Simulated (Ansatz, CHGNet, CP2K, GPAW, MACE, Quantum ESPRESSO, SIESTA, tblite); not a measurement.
# Quantum ESPRESSO on W(100)/Au(100) interface (51 atoms): settings against a plane-wave reference

How near does Quantum ESPRESSO come to plane waves for W(100)/Au(100) interface (51 atoms)?

Main program and level: Quantum ESPRESSO 7.5; the method is named at each step.

### 1. The structure

The cell holds 51 atoms: 24 W and 27 Au. Its edges and angles: a = 8.952 Å, b = 8.952 Å, c = 22.049 Å, α = 90.0°, β = 90.0°, γ = 90.0°. Bcc W(100), 3 repeat layers, 8 surface cells, strained +0.00 and +0.00 %; fcc Au(100), 3 layers, 9 cells, +3.48 and +3.48 %; outer planes 2.92 Å apart, 12 Å of vacuum above; not relaxed, displaced by a Gaussian of 0.02 Å. Then every atom was moved at random, 0.05 Å r.m.s. a Cartesian component. Regions: W, 24 atoms (24 W); Au, 27 atoms (27 Au). Vacuum lies along c.

The yardstick, on the same geometry:

* method: Kohn-Sham DFT, PBE, PAW, plane waves (Ansatz 0.2.0); cutoff 420 eV, Γ point, fermi-dirac smearing of 0.05 eV; PAW set soft_2
* r.m.s. force component: 0.6451 eV/Å
* longest force: 2.029 eV/Å
* SCF cycles: 13
* time: 25 s on 8 threads of Arm Neoverse V1, shared host
* CPU time: 3 min

### 2. PBE, sssp-1.3.0-efficiency, 45/360 Ry

Method: Kohn-Sham DFT, PBE, SSSP efficiency 1.3.0 pseudopotentials, plane waves.

pw.in

```
&control
  calculation = 'scf'
  pseudo_dir = './pseudo'
  outdir = './tmp'
  disk_io = 'none'
  tprnfor = .true.
/
&system
  ibrav = 0
  nat = 51
  ntyp = 2
  ecutwfc = 45
  ecutrho = 360
  nosym = .true.
  occupations = 'smearing'
  smearing = 'fd'
  degauss = 0.003675
/
&electrons
  conv_thr = 2.5e-07
  electron_maxstep = 100
  mixing_beta = 0.2
  mixing_mode = 'local-TF'
  diagonalization = 'david'
/
ATOMIC_SPECIES
W 183.840 W.upf
Au 196.967 Au.upf
CELL_PARAMETERS angstrom
8.95200 0.00000 0.00000
0.00000 8.95200 0.00000
0.00000 0.00000 22.04922
ATOMIC_POSITIONS crystal
W 0.74248 0.75687 0.27079
W 0.76173 0.49771 0.34124
W 0.74931 0.74563 0.41362
W 0.73904 0.24699 0.27461
W 0.75356 0.99912 0.34326
W 0.76011 0.25641 0.41512
W 0.48862 0.50264 0.27374
W 0.49392 0.26018 0.34704
W 0.50134 0.50220 0.41205
W 0.49949 0.00978 0.27419
W 0.50251 0.75750 0.34532
W 0.49403 0.00499 0.42103
W 0.25102 0.75237 0.27131
W 0.24292 0.50646 0.33962
W 0.25533 0.73901 0.41718
W 0.24681 0.24639 0.26985
W 0.25535 0.99602 0.34144
W 0.23959 0.25065 0.41794
W 0.00623 0.50590 0.27283
W 0.99403 0.25343 0.34286
W 0.99744 0.49309 0.41350
W 0.99544 0.99591 0.26806
W 0.99275 0.75140 0.34239
W 0.99644 0.98975 0.41651
Au 0.39205 0.81893 0.54771
Au 0.57103 0.98215 0.63866
Au 0.72230 0.81413 0.73021
Au 0.40207 0.14911 0.54718
Au 0.57208 0.30899 0.63772
Au 0.74016 0.15450 0.72547
Au 0.39611 0.47596 0.55246
Au 0.54981 0.65217 0.64097
Au 0.72930 0.48191 0.72403
Au 0.73998 0.81042 0.54667
Au 0.89833 0.98426 0.63467
Au 0.06331 0.81037 0.73299
Au 0.73270 0.14806 0.54991
Au 0.89899 0.30977 0.64041
Au 0.06553 0.14662 0.73010
Au 0.72646 0.47698 0.54449
Au 0.90132 0.64298 0.63839
Au 0.06651 0.48303 0.72886
Au 0.06550 0.81333 0.54896
Au 0.22754 0.98692 0.63682
Au 0.38543 0.81340 0.72407
Au 0.07374 0.15139 0.55159
Au 0.24171 0.31597 0.63481
Au 0.39199 0.15800 0.72060
Au 0.06335 0.47064 0.55036
Au 0.22332 0.65098 0.63769
Au 0.39868 0.48756 0.73072
K_POINTS gamma
```

Command:

```bash
> OMP_NUM_THREADS=1 mpirun -np 4 pw.x -in pw.in > output.txt
```

What it wrote:

```text
Program PWSCF
     gamma-point specific algorithms are used
     one sub-group per band group will be used
     scalapack distributed-memory algorithm (size of sub-group:  2*  2 procs)
     Parallelization info
     sticks:   dense  smooth     PW     G-vecs:    dense   smooth      PW
     Min        2049    1022    258               343787   121554   15182
     Max        2056    1024    259               343792   121571   15191
     Sum        8205    4093   1033              1375159   486261   60745
     bravais-lattice index     =            0
     lattice parameter (alat)  =      16.9168  a.u.
     unit-cell volume          =   11924.2200 (a.u.)^3
     number of atoms/cell      =           51
     number of atomic types    =            2
     number of electrons       =       849.00
     number of Kohn-Sham states=          510
     kinetic-energy cutoff     =      45.0000  Ry
     charge density cutoff     =     360.0000  Ry
     scf convergence threshold =      2.5E-07
     mixing beta               =       0.2000
     number of iterations used =            8  local-TF  mixing
     Exchange-correlation= PBE
                           (   1   4   3   4   0   0   0)
     crystal axes: (cart. coord. in units of alat)
               a(1) = (   1.000000   0.000000   0.000000 )
               a(2) = (   0.000000   1.000000   0.000000 )
               a(3) = (   0.000000   0.000000   2.463050 )
     reciprocal axes: (cart. coord. in units 2 pi/alat)
               b(1) = (  1.000000  0.000000  0.000000 )
               b(2) = (  0.000000  1.000000  0.000000 )
               b(3) = (  0.000000  0.000000  0.406001 )
     PseudoPot. # 1 for W :
     Pseudo is Ultrasoft + core correction, Zval = 14.0
     PseudoPot. # 2 for Au:
     Pseudo is Norm-conserving, Zval = 19.0
     atomic species   valence    mass     pseudopotential
     W                14.00   183.84000     W ( 1.00)
     Au               19.00   196.96700     Au( 1.00)
     No symmetry found
   Cartesian axes
     number of k points=     1  Fermi-Dirac smearing, width (Ry)=  0.0037
                       cart. coord. in units 2pi/alat
        k(    1) = (   0.0000000   0.0000000   0.0000000), wk =   2.0000000
     Dense  grid:   687580 G-vectors     FFT dimensions: ( 108, 108, 256)
     Smooth grid:   243131 G-vectors     FFT dimensions: (  75,  75, 180)
     Initial potential from superposition of free atoms
     starting charge     846.5894, renormalised to     849.0000
     negative rho (up, down):  1.518E+00 0.000E+00
     Starting wfcs are  582 randomized atomic wfcs
     Self-consistent Calculation
     iteration #  1     ecut=    45.00 Ry     beta= 0.20
     negative rho (up, down):  1.685E+00 0.000E+00
     total energy              =  -11231.50836633 Ry
     estimated scf accuracy    <    5726.86436513 Ry
     iteration #  2     ecut=    45.00 Ry     beta= 0.20
     negative rho (up, down):  1.827E+00 0.000E+00
     total energy              =  -11225.01146313 Ry
     estimated scf accuracy    <    1347.64177257 Ry
     iteration #  3     ecut=    45.00 Ry     beta= 0.20
     negative rho (up, down):  1.783E+00 0.000E+00
     total energy              =  -11234.65033550 Ry
     estimated scf accuracy    <      36.60868435 Ry
     iteration #  4     ecut=    45.00 Ry     beta= 0.20
     negative rho (up, down):  1.661E+00 0.000E+00
     total energy              =  -11232.73772607 Ry
     estimated scf accuracy    <      17.19037885 Ry
     iteration #  5     ecut=    45.00 Ry     beta= 0.20
     negative rho (up, down):  1.616E+00 0.000E+00
     total energy              =  -11232.82335357 Ry
     estimated scf accuracy    <       4.38081532 Ry
     iteration #  6     ecut=    45.00 Ry     beta= 0.20
[...]
total energy              =  -11232.82646798 Ry
     estimated scf accuracy    <       1.63072888 Ry
[...]
total energy              =  -11232.76923773 Ry
[...]
iteration # 23     ecut=    45.00 Ry     beta= 0.20
[...]
total energy              =  -11232.76923526 Ry
     estimated scf accuracy    <       0.00000143 Ry
     iteration # 24     ecut=    45.00 Ry     beta= 0.20
     negative rho (up, down):  1.595E+00 0.000E+00
     total energy              =  -11232.76923480 Ry
     estimated scf accuracy    <       0.00000035 Ry
     iteration # 25     ecut=    45.00 Ry     beta= 0.20
     negative rho (up, down):  1.595E+00 0.000E+00
     End of self-consistent calculation
          k = 0.0000 0.0000 0.0000 ( 30373 PWs)   bands (ev):
   -97.6772 -97.6498 -97.6269 -97.6149 -97.5832 -97.5567 -97.5449 -97.5188
   -97.5097 -97.4800 -97.4696 -97.4464 -97.4443 -97.4311 -97.4164 -97.4057
   -97.3627 -97.3571 -97.0521 -97.0009 -96.9619 -96.9381 -96.8715 -96.8482
   -96.8279 -96.7647 -96.7616 -66.6592 -66.6167 -66.5851 -66.5724 -66.4831
   -66.4413 -66.4321 -66.4245 -66.4167 -66.3995 -66.3855 -66.3690 -66.3656
   -66.2990 -66.2880 -66.2834 -66.2643 -66.2001 -66.1908 -66.1812 -66.1777
[...]
10.8404  10.8801  10.9398  11.0471  11.0506  11.1022  11.1634  11.1885
    11.2284  11.2402  11.2701  11.2887  11.3102  11.3445  11.3863  11.4340
    11.5948  11.6063  11.6548  11.8271  11.8355  11.8514  11.8653  11.8970
    11.9385  11.9709  12.0068  12.0198  12.1048  12.1343
     the Fermi energy is     7.6602 ev
!    total energy              =  -11232.76923483 Ry
     estimated scf accuracy    <       0.00000017 Ry
     smearing contrib. (-TS)   =      -0.04156043 Ry
     internal energy E=F+TS    =  -11232.72767440 Ry
     The total energy is F=E-TS. E is the sum of the following terms:
     one-electron contribution =  -48448.44632486 Ry
     hartree contribution      =   24255.29732775 Ry
     xc contribution           =   -1669.34130321 Ry
     ewald contribution        =   14629.76262593 Ry
     convergence has been achieved in  25 iterations
     negative rho (up, down):  1.595E+00 0.000E+00
     Forces acting on atoms (cartesian axes, Ry/au):
     atom    1 type  1   force =     0.00328366    0.02620438    0.06591491
     atom    2 type  1   force =    -0.07692001    0.02181586   -0.00204703
     atom    3 type  1   force =     0.01019107    0.00878693   -0.00749530
     atom    4 type  1   force =    -0.01590728   -0.02669529    0.05463924
     atom    5 type  1   force =    -0.02575186    0.01790545    0.01728792
     atom    6 type  1   force =     0.01562073    0.00275695   -0.01311790
[...]
atom   49 type  2   force =    -0.00588639    0.01088569   -0.04295056
     atom   50 type  2   force =     0.00360685   -0.00537837    0.00924138
     atom   51 type  2   force =    -0.00704796   -0.00668653   -0.01723091
     Total force =     0.307884     Total SCF correction =     0.002088
     Message from routine punch:
     Nothing written, as per user request (disk_io='none')
```

Elapsed: 9.9 min, on 4 MPI ranks of Arm Neoverse V1, shared host; peak memory 6.2 GiB; 40 min of CPU time.

Banners, paths, timers and routine set-up lines are dropped from the logs unmarked, and long logs keep their key lines alone; longer cuts are marked.

Numbers from this run, and their distance from the reference:

```
r.m.s. force component                  : 0.64 eV/Å
r.m.s. difference of force components   : 17.55 meV/Å
longest difference of force vectors     : 53.75 meV/Å
force difference over r.m.s. force      : 2.721 %
slope of forces against the reference's : 0.9917
correlation of force components         : 0.9997
```

Length of the force difference by element (eV/Å):

| element | atoms | mean | most |
| --- | --- | --- | --- |
| Au | 27 | 0.025 | 0.046 |
| W | 24 | 0.031 | 0.054 |

A closer look about W2, which bears the longest force: 9 atoms, nearest first, numbered in the order of the input, with positions taken from that point.

| atom | x | y | z | distance (Å) | Fx | Fy | Fz (eV/Å) |
| --- | --- | --- | --- | --- | --- | --- | --- |
| W2 | 0.00 | 0.00 | 0.00 | 0.00 | -1.98 | 0.56 | -0.05 |
| W21 | 2.11 | -0.04 | 1.59 | 2.64 | -0.12 | -0.33 | -0.12 |
| W19 | 2.19 | 0.07 | -1.51 | 2.66 | 0.51 | 0.13 | 0.87 |
| W4 | -0.20 | -2.24 | -1.47 | 2.69 | -0.41 | -0.69 | 1.40 |
| W6 | -0.01 | -2.16 | 1.63 | 2.71 | 0.40 | 0.07 | -0.34 |
| W3 | -0.11 | 2.22 | 1.60 | 2.74 | 0.26 | 0.23 | -0.19 |
| W1 | -0.17 | 2.32 | -1.55 | 2.80 | 0.08 | 0.67 | 1.69 |
| W9 | -2.33 | 0.04 | 1.56 | 2.81 | -0.20 | 0.69 | -0.14 |
| W7 | -2.44 | 0.04 | -1.49 | 2.86 | -0.06 | 0.34 | 1.52 |

Forces lie 2.7 % from the reference's, at 13 times its CPU time (on 4 against 8 cores).

### 3. Summary of results

```json
{"force difference from the reference": "QE PBE, sssp-1.3.0-efficiency, 45/360 Ry, 2.7 %", "its CPU time": "40 min"}
```

PBE on plane waves or a grid with other potentials, cutoffs or grids differs from the reference by 2.7 % (QE PBE, sssp-1.3.0-efficiency, 45/360 Ry) of the r.m.s. force; this holds the reference's own error, so differences of a few per cent don't tell which side is nearer the exact PBE result (QE's 45 Ry are 612 eV, against the reference's 420 eV). The electron count is odd in Ansatz plane waves (reference) and QE PBE, sssp-1.3.0-efficiency, 45/360 Ry, and they have no spin polarisation, so the unpaired electron is spread evenly over both spins. The host structure and its lattice constant were typed by rule, without a check against the phase diagram. The electron count is odd and the run has no spin polarisation, so levels at the top are partly filled by construction. The electronic-structure runs sample only Γ, in a cell whose shortest periodic width is 9 Å, which is coarse for a cell with partly filled levels. Spin–orbit coupling is left out, which matters for the levels of the heavy elements.

[Also dropped from logs without a mark: logging warnings of Python, and SIESTA's first energy breakdown and zero terms.]

[Logs are printed without paths, hosts, clocks, repeated set-up lines and the standing remarks that a program may print on its own settings, such as how far it seeks lower states.]

[Hosts, paths, dates, database ids (printed as entryN), source tags and the programs' standing remarks are cut or masked in the printed files.]
